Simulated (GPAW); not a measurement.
# The O K excitation threshold of La2O3 (P-3m1) under uniform strain

For each volume the threshold was computed as E(hole) − E(ground) plus the lowest empty eigenvalue of the hole cell (GPAW, PBE, 15-atom cell, total energies on 3×3×3 k points, the eigenvalue on 4×4×4, hole spin-paired, without spin-orbit coupling). The values are raw, 9 eV above the value with the free atom's term for the hole's spin taken off; only their change is used. The threshold is the spectrum's zero, where absorption may be weak, not the visible edge.

| volume | ln(V/V₀) | threshold (eV) |
| --- | --- | --- |
| V × 0.97 | -0.03046 | 538.926 |
| V × 1 | +0.00000 | 538.878 |
| V × 1.06 | +0.05827 | 538.762 |
| V × 1.09 | +0.08618 | ? |

Q: Fit a straight line in ln(V/V₀), give its slope, and predict the threshold at V × 1.09.

The means of the given rows are x̄ = +0.00927 and Ē = 538.855 eV. Σ(x − x̄)(E − Ē) = -0.007591 and Σ(x − x̄)² = 0.004065, so the slope is -1.87 eV, and the line passes the given rows within 0.005 eV. At x = +0.08618 it gives 538.855 + (-1.87) × (+0.07691) = 538.712 eV. The run gives 538.703 eV, a miss of +0.009 eV over a total move of -0.223 eV. The slope is the clamped-ion volume deformation potential of the lowest empty level of the hole cell on this mesh (the hole may pull it below the band edge) against the O 1s level, with the hole's relaxation included: the threshold falls by 0.019 eV for 1 % of expansion. The charged cell's image error also scales with the cell's size and isn't taken out.

[Hosts, paths, dates, database ids (printed as entryN), source tags and the programs' standing remarks are cut or masked in the printed files.]

[Lists of maxima count a maximum above −3 eV only where it reaches 4 % of the highest in the window and stands out from its surroundings by 2 % of it (1.5 % where it reaches 55 %); shoulders and weaker maxima are passed over, and of the rest the first, up to two pre-edge ones and the few strongest are named.]
